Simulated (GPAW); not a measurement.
# YAgS2 (R3m): the Y L₃ absorption edge, part 2 of 3

Aim: the near-edge shape at the Y L₃ edge of YAgS2 (R3m), and what the core hole does to it.

GPAW 26.7.0; X-ray absorption from dipole matrix elements to empty bands, plane-wave PAW LDA.

So far. Step 2 (Ground state of the crystal): The mesh shows a gap of 1.55 eV, so the hole is first treated in a charged cell, without the excited electron. Step 3 (Spectrum without a core hole, Y atom 2): Main maxima below 30 eV (height): 3.0 eV (2.65), 9.0 eV (0.88) and 25.8 eV (0.63). At an L edge the dipole rule selects empty d (and weakly s) states on the absorber, and the strong line at the onset measures the empty part of its d band.

## 5. Spectrum with FCH, Y atom 2

The holes are 6.9 Å apart. In GPAW the data set carries the hole's charge, so charge=0 means a charged cell and charge=-1 a neutral one. The excited electron is left out and a uniform background balances the charge. After the field has converged, empty bands are computed with the density fixed and the dipole matrix elements are summed.

Contents of xas.py:

```python
import numpy as np
from ase import Atoms
from ase.parallel import parprint, paropen
from gpaw import GPAW, PW, FermiDirac, Mixer, MixerDif, setup_paths
from gpaw.test import gen
setup_paths.insert(0, '.')
gen('Y', name='fch2p', xcname='LDA', corehole=(2, 1, 1), write_xml=True)
from gpaw.mpi import world
world.barrier()

atoms = Atoms('Ag3Y3S6',
    cell=[[-5.95339853, -3.43719624, 0],
     [5.95339853, -3.43719624, 0],
     [1.98446618, 1.14573208, 6.93945057]],
    scaled_positions=[[0.14862881, 0, 0.44588643],
     [0.81529548, 0.33333333, 0.44588643],
     [0.48196214, 0.66666667, 0.44588643],
     [0.99961785, 0, 0.99885355],
     [0.66628452, 0.33333333, 0.99885355],
     [0.33295118, 0.66666667, 0.99885355],
     [0.74494019, 0, 0.23482057],
     [0.41160686, 0.33333333, 0.23482057],
     [0.07827352, 0.66666667, 0.23482057],
     [0.26581215, 0, 0.79743645],
     [0.93247882, 0.33333333, 0.79743645],
     [0.59914548, 0.66666667, 0.79743645]],
    pbc=True)
atoms.calc = calc = GPAW(legacy_gpaw=True, mode=PW(430, force_complex_dtype=True), xc='LDA', setups={3: 'fch2p'},
    kpts={'size': (3, 3, 3), 'gamma': True}, occupations=FermiDirac(0.02),
    charge=0, mixer=Mixer(0.1, 5, 50), maxiter=150,
    convergence={'density': 0.0001, 'eigenstates': 1e-6}, txt='scf.txt')
energy = atoms.get_potential_energy() + calc.get_reference_energy()
ef = calc.get_fermi_level()
out = dict(energy=energy, fermi=ef, forces=atoms.get_forces().tolist())
parprint(f'all-electron energy {energy:.4f} eV, Fermi level {ef:.4f} eV')
ev = np.array([[calc.get_eigenvalues(k, s) for k in range(len(calc.get_ibz_k_points()))] for s in range(calc.get_number_of_spins())])
out['homo'], out['lumo'], out['counts'] = ev[ev < ef].max(), ev[ev > ef].min(), sorted(set((ev < ef).sum((0, 2)).tolist()))
out['filled'] = (ev[:, 0] < ef).sum(1).tolist()

from ase.units import Ha
from gpaw.xas import dipole_matrix_elements
nb = int(calc.get_number_of_electrons() / 2) + 186
top, nb = nb, nb + 8 + nb // 12
nscf = calc.fixed_density(kpts={'size': (3, 3, 3), 'gamma': True}, nbands=nb,
    convergence={'bands': top, 'eigenstates': 5e-3}, maxiter=60, txt='nscf.txt')
cell = atoms.cell.array
ops = [cell.T @ U.T @ np.linalg.inv(cell.T) for U in nscf.wfs.kd.symmetry.op_scc]
filled = [60]  # bands filled in the ground state, by spin
E = np.arange(-6, 34, 0.1)
fwhm = np.interp(E, [4, 25], [1.5, 3.5])
Y, X, zero, highest = 0, 0, 1e9, 1e9
for spin in range(nscf.get_number_of_spins()):
    wfs = nscf.wfs
    mine = wfs.bd.get_slice()  # this rank's bands
    A = dipole_matrix_elements(wfs.setups[3])
    eps = np.zeros((wfs.kd.nibzkpts, nb))
    d = np.zeros((3, A.shape[1], wfs.kd.nibzkpts, nb), complex)
    for kpt in wfs.kpt_u:
        if kpt.s == spin and 3 in kpt.P_ani:
            eps[kpt.k, mine] = kpt.eps_n * Ha
            d[:, :, kpt.k, mine] = (kpt.weight * wfs.nspins / 2) ** 0.5 * np.inner(A, kpt.P_ani[3])
    world.sum(eps)
    world.sum(d)
    T = np.einsum('amkn,bmkn->abkn', d, d.conj()).real
    T = sum(np.einsum('ai,ijkn,bj->abkn', R, T, R) for R in ops) / len(ops)
    empty = np.ones_like(eps, bool) & (np.arange(nb) >= filled[spin])
    zero, highest = min(zero, eps[empty].min()), min(highest, eps[:, top - 1].min())
    lines = [(eps, T, empty)] if spin == 0 else lines + [(eps, T, empty)]
for eps, T, empty in lines:
    f = np.einsum('aakn->akn', T).reshape(3, -1)
    x = eps.ravel() - zero
    w = np.interp(x, E, fwhm) / 2.35482
    g = np.exp(-0.5 * ((E[:, None] - x) / w) ** 2) / (w * (2 * np.pi) ** 0.5)
    Y = Y + (f * empty.ravel()) @ g.T
    X = X + (f * ~empty.ravel()) @ g.T
out.update(E=E.round(2).tolist(), xas=Y.tolist(), xes=X.tolist(), zero=zero, valid=highest - zero, nk=len(eps), nb=nb)
for i in range(0, len(E), 10):
    parprint(f'{E[i]:7.2f}', *(f'{v:10.3e}' for v in Y[:, i]))
import json
with paropen('out.json', 'w') as f:
    json.dump(out, f)
```

On the command line:

```
> OMP_NUM_THREADS=1 mpirun -n 4 gpaw python xas.py
```

Numbers of over 12 decimals in the logs are rounded to 6 here.

Log:

```text
Input parameters:
  convergence: {density: 0.0001,
                eigenstates: 1e-06}
  kpts: {gamma: True,
         size: (3, 3, 3)}
  maxiter: 150
  mixer: {backend: pulay,
          beta: 0.1,
          method: separate,
          nmaxold: 5,
          weight: 50}
  mode: {ecut: 430.0,
         force_complex_dtype: True,
         name: pw}
  occupations: {fixmagmom: False,
                name: fermi-dirac,
                width: 0.02}
  setups: {3: fch2p}

Initialize ...

[... PAW data sets ...]

Reference energy: -772199.471524  # eV

Spin-paired calculation

[... convergence settings ...]
Symmetries present (total): 1
  [... symmetry matrices ...]

27 k-points: 3 x 3 x 3 Monkhorst-Pack grid
14 k-points in the irreducible part of the Brillouin zone
       k-points in crystal coordinates                weights
   0:     0.00000000    0.00000000    0.00000000          1/27
   1:     0.00000000    0.00000000    0.33333333          2/27
   2:     0.00000000    0.33333333   -0.33333333          2/27
   3:     0.00000000    0.33333333    0.00000000          2/27
   4:     0.00000000    0.33333333    0.33333333          2/27
   5:     0.33333333   -0.33333333   -0.33333333          2/27
   6:     0.33333333   -0.33333333    0.00000000          2/27
   7:     0.33333333   -0.33333333    0.33333333          2/27
   8:     0.33333333    0.00000000   -0.33333333          2/27
   9:     0.33333333    0.00000000    0.00000000          2/27
          ...
  13:     0.33333333    0.33333333    0.33333333          2/27

Wave functions: Plane wave expansion
  Cutoff energy: 430.000 eV
  Number of coefficients (min, max): 5727, 5793
  Pulay-stress correction: 0.000000 eV/Ang^3 (de/decut=0.000000)
  Using FFTW library
  Wavefunction extrapolation:
    Improved wavefunction reuse through dual PAW basis

Occupation numbers: Fermi-Dirac:
  width: 0.0200  # eV

Eigensolver
   Davidson(niter=2)

Densities:
  Coarse grid: 35*35*35 grid
  Fine grid: 70*70*70 grid
  Total Charge: 1.000000

Density mixing:
  Method: separate
  Backend: pulay
  Linear mixing parameter: 0.1
  old densities: 5
  Width of damping distribution: 1.1
  Damping of long wavelength oscillations: 50

[... Hamiltonian set-up ...]
Number of atoms: 12
Number of atomic orbitals: 99
Number of bands in calculation: 76
Number of valence electrons: 120
Bands to converge: occupied

... initialized

Initializing position-dependent things.

Density initialized from atomic densities
Creating initial wave functions:
  76 bands from LCAO basis set

        Y         YS       Y

            S      Ag S

            Ag        Ag
        S         S        S

Atomic positions and initial magnetic moments

Positions:
   0 Ag     0.000000   -0.000000    3.094207    ( 0.0000,  0.0000,  0.0000)
   1 Ag    -1.984466   -3.437196    3.094207    ( 0.0000,  0.0000,  0.0000)
   2 Ag     1.984466   -3.437196    3.094207    ( 0.0000,  0.0000,  0.0000)
   3 Y     -3.968932   -2.291464    6.931495    ( 0.0000,  0.0000,  0.0000)
   4 Y     -0.000000   -2.291464    6.931495    ( 0.0000,  0.0000,  0.0000)
   5 Y      3.968932   -2.291464    6.931495    ( 0.0000,  0.0000,  0.0000)
   6 S     -3.968932   -2.291464    1.629526    ( 0.0000,  0.0000,  0.0000)
   7 S     -0.000000   -2.291464    1.629526    ( 0.0000,  0.0000,  0.0000)
   8 S      3.968932   -2.291464    1.629526    ( 0.0000,  0.0000,  0.0000)
   9 S      0.000000   -0.000000    5.533771    ( 0.0000,  0.0000,  0.0000)
  10 S     -1.984466   -3.437196    5.533771    ( 0.0000,  0.0000,  0.0000)
  11 S      1.984466   -3.437196    5.533771    ( 0.0000,  0.0000,  0.0000)

Unit cell:
           periodic     x           y           z      points  spacing
  1. axis:    yes   -5.953399   -3.437196    0.000000    35     0.1635
  2. axis:    yes    5.953399   -3.437196    0.000000    35     0.1701
  3. axis:    yes    1.984466    1.145732    6.939451    35     0.1983

  Lengths:   6.874392   6.874392   7.307994
  Angles:   80.980076 108.273652 120.000000

Effective grid spacing dv^(1/3) = 0.1878

iter:   1   -98.012567
iter:   2   -88.563295   -0.61  -1.03
iter:   3   -87.242493   -1.79  -1.30
iter:   4   -86.065281   -1.37  -1.38
iter:   5   -86.477794   -1.65  -1.59
iter:   6   -86.342600   -2.28  -1.70
iter:   7   -85.878055   -2.12  -1.81
iter:   8   -85.879058   -3.16  -2.55
iter:   9   -85.876334c  -3.75  -2.87
iter:  10   -85.875947c  -4.58  -3.08
iter:  11   -85.875628c  -4.94  -3.21
iter:  12   -85.875556c  -5.35  -3.28
iter:  13   -85.875461c  -5.56  -3.40
iter:  14   -85.875458c  -6.39c -3.87
iter:  15   -85.875457c  -7.14c -3.93
iter:  16   -85.875460c  -6.61c -4.00c

Converged after 16 iterations.

Dipole moment: (0.846084, 0.488486, 1.449120) |e|*Ang

Energy contributions relative to reference atoms: (reference = -772199.471524)

Kinetic:        -13.462195
Potential:      -15.529966
External:        +0.000000
XC:             -56.730283
Entropy (-ST):   -0.000000
Local:           -0.153017
SIC:             +0.000000
--------------------------
Free energy:    -85.875460
Extrapolated:   -85.875460

Showing only first 2 kpts
 Kpt  Band  Eigenvalues  Occupancy
  0    58      4.41035    2.00000
  0    59      4.41083    2.00000
  0    60      5.76239    0.00000
  0    61      5.91281    0.00000

  1    58      4.10090    2.00000
  1    59      4.10106    2.00000
  1    60      5.94720    0.00000
[...]
Fermi level: 4.85517

Gap: 1.046 eV
Transition (v -> c):
  (s=0, k=0, n=59, [0.00, 0.00, 0.00]) -> (s=0, k=13, n=60, [0.33, 0.33, 0.33])
Direct/indirect transitions are different
Direct gap: 1.308 eV
Transition at: (s=0, k=3, n=59, [0.00, 0.33, 0.00])

Forces in eV/Ang:
  0 Ag    0.01690    0.00976   -0.36347
  1 Ag   -0.01351    0.00756   -0.13582
  2 Ag   -0.00021   -0.01548   -0.13582
  3 Y     0.01658    0.00957   -0.00003
  4 Y    -0.00417   -0.00311    0.17087
  5 Y    -0.00478   -0.00206    0.17087
  6 S    -0.53846   -0.31088   -0.21898
  7 S    -0.00105    0.62070   -0.21138
  8 S     0.53702   -0.31126   -0.21138
  9 S     0.90860    0.52458    0.28396
 10 S    -0.91482    0.52581    0.32459
 11 S    -0.00205   -1.05516    0.32460
Scalar-relativistic atomic LDA calculation for Y (Yttrium, Z=39)
Core hole in 2p state (2p occupation: 5.0)
750 radial gridpoints.
|------------------------------------------------|
|------------------------------------------------|
[... the atom generator's iteration count ...]

Energy contributions:
-------------------------
Kinetic:    +3390.169410
XC:          -101.586326
Potential:  -6591.707672
-------------------------
Total:      -3303.124588

state      eigenvalue         ekin         rmax
-----------------------------------------------
1s^2.0 :  -624.020649   785.933785        0.025
2s^2.0 :   -88.104979   159.718374        0.140
2p^5.0 :   -79.278025   154.656858        0.112
3s^2.0 :   -14.821145    41.563665        0.416
3p^6.0 :   -11.851076    38.628153        0.408
3d^10.0:    -6.902769    34.281661        0.347
4s^2.0 :    -2.317952     8.978980        1.088
4p^6.0 :    -1.537864     7.230238        1.182
4d^1.0 :    -0.465087     3.600285        1.531
5s^2.0 :    -0.408502     1.464135        2.930
5p^0.0 :    -0.262947     1.007025        3.543
-----------------------------------------------
(units: Bohr and Hartree)

Generating PAW setup
Kinetic energy of the core from tauc = 3378.447297
Cutoffs:
rc(s)=2.510
rc(p)=2.490
rc(d)=2.430
rc(vbar)=2.450
rc(comp)=2.410
rc(nct)=2.510

Kinetic energy of the core states: 3322.301470
Charge: 1.0
Core electrons: 27.0
Valence electrons: 11.0
Pseudo-core charge: 0.001449
Shape function alpha=1.722
Pseudo-electron charge 6.524097
state    eigenvalue         norm
--------------------------------
4s(2) :    -2.317952     0.579399
5s(2) :    -0.408502     0.963008
4p(6) :    -1.537864     0.451215
5p(0) :    -0.262947     0.957472
4d(1) :    -0.465087     0.730544
*d    :     0.534913
--------------------------------

Diagonalizing with gridspacing h=0.050

state   all-electron     PAW
-------------------------------
4s:      -2.317952    -2.318410
4p:      -1.537864    -1.538528
4d:      -0.465087    -0.465594
*f:                   -0.036509
-------------------------------
all-electron energy -772285.3470 eV, Fermi level 4.8552 eV
[...]
31.00  1.084e-05  1.086e-05  1.045e-05
  32.00  1.179e-05  1.186e-05  1.115e-05
  33.00  1.300e-05  1.303e-05  1.207e-05
```

It took 1.7 min on 4 MPI ranks of Intel Xeon 6975P-C (Granite Rapids), shared host; peak memory 0.55 GiB; 6.7 min of CPU time.

The Y L₃ spectrum, Y atom 2, full core hole (charged cell) (energy from the lowest empty level; intensity scaled to a mean of 1 over the first 20 eV; polarised curves are means over the symmetry-equivalent atoms):

| E (eV) | isotropic | ε ⊥ c | ε ∥ c |
| --- | --- | --- | --- |
| -2.0 | 0.01 | 0.01 | 0.01 |
| -1.5 | 0.07 | 0.07 | 0.07 |
| -1.0 | 0.42 | 0.42 | 0.43 |
| -0.5 | 1.57 | 1.55 | 1.61 |
| 0.0 | 3.25 | 3.20 | 3.35 |
| 0.5 | 3.98 | 3.94 | 4.07 |
| 1.0 | 3.46 | 3.49 | 3.41 |
| 1.5 | 3.16 | 3.27 | 2.92 |
| 2.0 | 3.34 | 3.47 | 3.07 |
| 2.5 | 3.10 | 3.12 | 3.04 |
| 3.0 | 2.38 | 2.30 | 2.53 |
| 3.5 | 1.60 | 1.52 | 1.77 |
| 4.0 | 1.01 | 0.97 | 1.08 |
| 4.5 | 0.67 | 0.67 | 0.67 |
| 5.0 | 0.53 | 0.53 | 0.52 |
| 5.5 | 0.47 | 0.46 | 0.48 |
| 6.0 | 0.44 | 0.42 | 0.47 |
| 6.5 | 0.44 | 0.42 | 0.48 |
| 7.0 | 0.48 | 0.48 | 0.50 |
| 7.5 | 0.53 | 0.55 | 0.50 |
| 8.0 | 0.59 | 0.62 | 0.53 |
| 8.5 | 0.66 | 0.69 | 0.59 |
| 9.0 | 0.71 | 0.72 | 0.68 |
| 9.5 | 0.71 | 0.70 | 0.74 |
| 10.0 | 0.67 | 0.64 | 0.73 |
| 10.5 | 0.61 | 0.58 | 0.66 |
| 11.0 | 0.54 | 0.53 | 0.56 |
| 11.5 | 0.50 | 0.50 | 0.49 |
| 12.0 | 0.48 | 0.49 | 0.46 |
| 12.5 | 0.48 | 0.49 | 0.45 |
| 13.0 | 0.49 | 0.50 | 0.45 |
| 13.5 | 0.50 | 0.52 | 0.46 |
| 14.0 | 0.50 | 0.52 | 0.46 |
| 14.5 | 0.49 | 0.51 | 0.45 |
| 15.0 | 0.49 | 0.50 | 0.45 |
| 15.5 | 0.48 | 0.50 | 0.45 |
| 16.0 | 0.48 | 0.49 | 0.46 |
| 16.5 | 0.49 | 0.49 | 0.49 |
| 17.0 | 0.49 | 0.48 | 0.51 |
| 17.5 | 0.49 | 0.47 | 0.52 |
| 18.0 | 0.49 | 0.46 | 0.53 |
| 18.5 | 0.48 | 0.46 | 0.53 |
| 19.0 | 0.48 | 0.46 | 0.52 |
| 19.5 | 0.49 | 0.47 | 0.52 |
| 20.0 | 0.50 | 0.49 | 0.53 |
| 20.5 | 0.52 | 0.51 | 0.54 |
| 21.0 | 0.54 | 0.53 | 0.55 |
| 21.5 | 0.55 | 0.55 | 0.56 |
| 22.0 | 0.56 | 0.56 | 0.56 |
| 22.5 | 0.56 | 0.56 | 0.56 |
| 23.0 | 0.56 | 0.56 | 0.57 |
| 23.5 | 0.56 | 0.56 | 0.57 |
| 24.0 | 0.57 | 0.56 | 0.58 |
| 24.5 | 0.57 | 0.56 | 0.58 |
| 25.0 | 0.58 | 0.57 | 0.58 |
| 25.5 | 0.58 | 0.58 | 0.58 |
| 26.0 | 0.58 | 0.58 | 0.57 |
| 26.5 | 0.57 | 0.58 | 0.56 |
| 27.0 | 0.56 | 0.57 | 0.54 |
| 27.5 | 0.55 | 0.56 | 0.53 |
| 28.0 | 0.53 | 0.55 | 0.51 |
| 28.5 | 0.52 | 0.53 | 0.49 |
| 29.0 | 0.51 | 0.52 | 0.48 |
| 29.5 | 0.50 | 0.51 | 0.47 |
| 30.0 | 0.49 | 0.50 | 0.48 |
| 30.5 | 0.50 | 0.50 | 0.48 |
| 31.0 | 0.51 | 0.52 | 0.50 |
| 31.5 | 0.53 | 0.54 | 0.51 |
| 32.0 | 0.55 | 0.56 | 0.53 |

Main maxima below 30 eV (height): 0.4 eV (3.99), 2.0 eV (3.34), 9.4 eV (0.72) and 25.6 eV (0.58). 

## 6. Cell without a hole, the energy reference

The cell and mesh change for the next run, so it gets a reference energy of its own.

Contents of scf.py:

```python
import numpy as np
from ase import Atoms
from ase.parallel import parprint, paropen
from gpaw import GPAW, PW, FermiDirac, Mixer, MixerDif, setup_paths
from gpaw.test import gen
setup_paths.insert(0, '.')
gen('Y', name='nch2p', xcname='LDA', corehole=(2, 1, 0), write_xml=True)
from gpaw.mpi import world
world.barrier()

atoms = Atoms('AgYS2',
    cell=[[3.96893235, 0, 0],
     [-1.98446618, -3.43719624, 0],
     [0, 2.29146416, -6.93945057]],
    scaled_positions=[[0.85137119, 0.70274238, 0.55411357],
     [0.00038215, 0.0007643, 0.00114645],
     [0.25505981, 0.51011962, 0.76517943],
     [0.73418785, 0.4683757, 0.20256355]],
    pbc=True)
atoms.calc = calc = GPAW(legacy_gpaw=True, mode=PW(430, force_complex_dtype=True), xc='LDA', setups={1: 'nch2p'},
    kpts={'size': (5, 5, 5), 'gamma': True}, occupations=FermiDirac(0.02),
    charge=0, mixer=Mixer(0.1, 5, 50), maxiter=150,
    convergence={'density': 0.0001, 'eigenstates': 1e-6}, txt='scf.txt')
energy = atoms.get_potential_energy() + calc.get_reference_energy()
ef = calc.get_fermi_level()
out = dict(energy=energy, fermi=ef, forces=atoms.get_forces().tolist())
parprint(f'all-electron energy {energy:.4f} eV, Fermi level {ef:.4f} eV')
ev = np.array([[calc.get_eigenvalues(k, s) for k in range(len(calc.get_ibz_k_points()))] for s in range(calc.get_number_of_spins())])
out['homo'], out['lumo'], out['counts'] = ev[ev < ef].max(), ev[ev > ef].min(), sorted(set((ev < ef).sum((0, 2)).tolist()))
out['filled'] = (ev[:, 0] < ef).sum(1).tolist()
import json
with paropen('out.json', 'w') as f:
    json.dump(out, f)
```

On the command line:

```
> OMP_NUM_THREADS=1 mpirun -n 4 gpaw python scf.py
```

Log:

```text
Input parameters:
  convergence: {density: 0.0001,
                eigenstates: 1e-06}
  kpts: {gamma: True,
         size: (5, 5, 5)}
  maxiter: 150
  mixer: {backend: pulay,
          beta: 0.1,
          method: separate,
          nmaxold: 5,
          weight: 50}
  mode: {ecut: 430.0,
         force_complex_dtype: True,
         name: pw}
  occupations: {fixmagmom: False,
                name: fermi-dirac,
[...]
5s(2) :    -0.155371     0.971849
4p(6) :    -1.027192     0.548140
5p(0) :    -0.054980     0.976393
4d(1) :    -0.097195     0.865310
*d    :     0.902805
--------------------------------

Diagonalizing with gridspacing h=0.050

state   all-electron     PAW
-------------------------------
4s:      -1.763072    -1.763529
4p:      -1.027192    -1.027856
4d:      -0.097195    -0.097523
*f:                    0.059866
-------------------------------
all-electron energy -258125.2793 eV, Fermi level 5.3020 eV
[key lines of the parts left out:]
Converged after 15 iterations.
Dipole moment: (3.866497, -1.514784, 0.455059) |e|*Ang
Free energy:    -23.692703
Fermi level: 5.30196
```

It took 11 s on 4 MPI ranks; peak memory 0.21 GiB; 45 s of CPU time.

(Continued in part 3 of 3.)

[Banner, clock and machine lines of the logs are left out without a mark of their own.]

[Logs are printed without paths, hosts, clocks, repeated set-up lines and the standing remarks that a program may print on its own settings, such as how far it seeks lower states.]

[Hosts, paths, dates, database ids (printed as entryN), source tags and the programs' standing remarks are cut or masked in the printed files.]

[Lists of maxima count a maximum above −3 eV only where it reaches 4 % of the highest in the window and stands out from its surroundings by 2 % of it (1.5 % where it reaches 55 %); shoulders and weaker maxima are passed over, and of the rest the first, up to two pre-edge ones and the few strongest are named.]
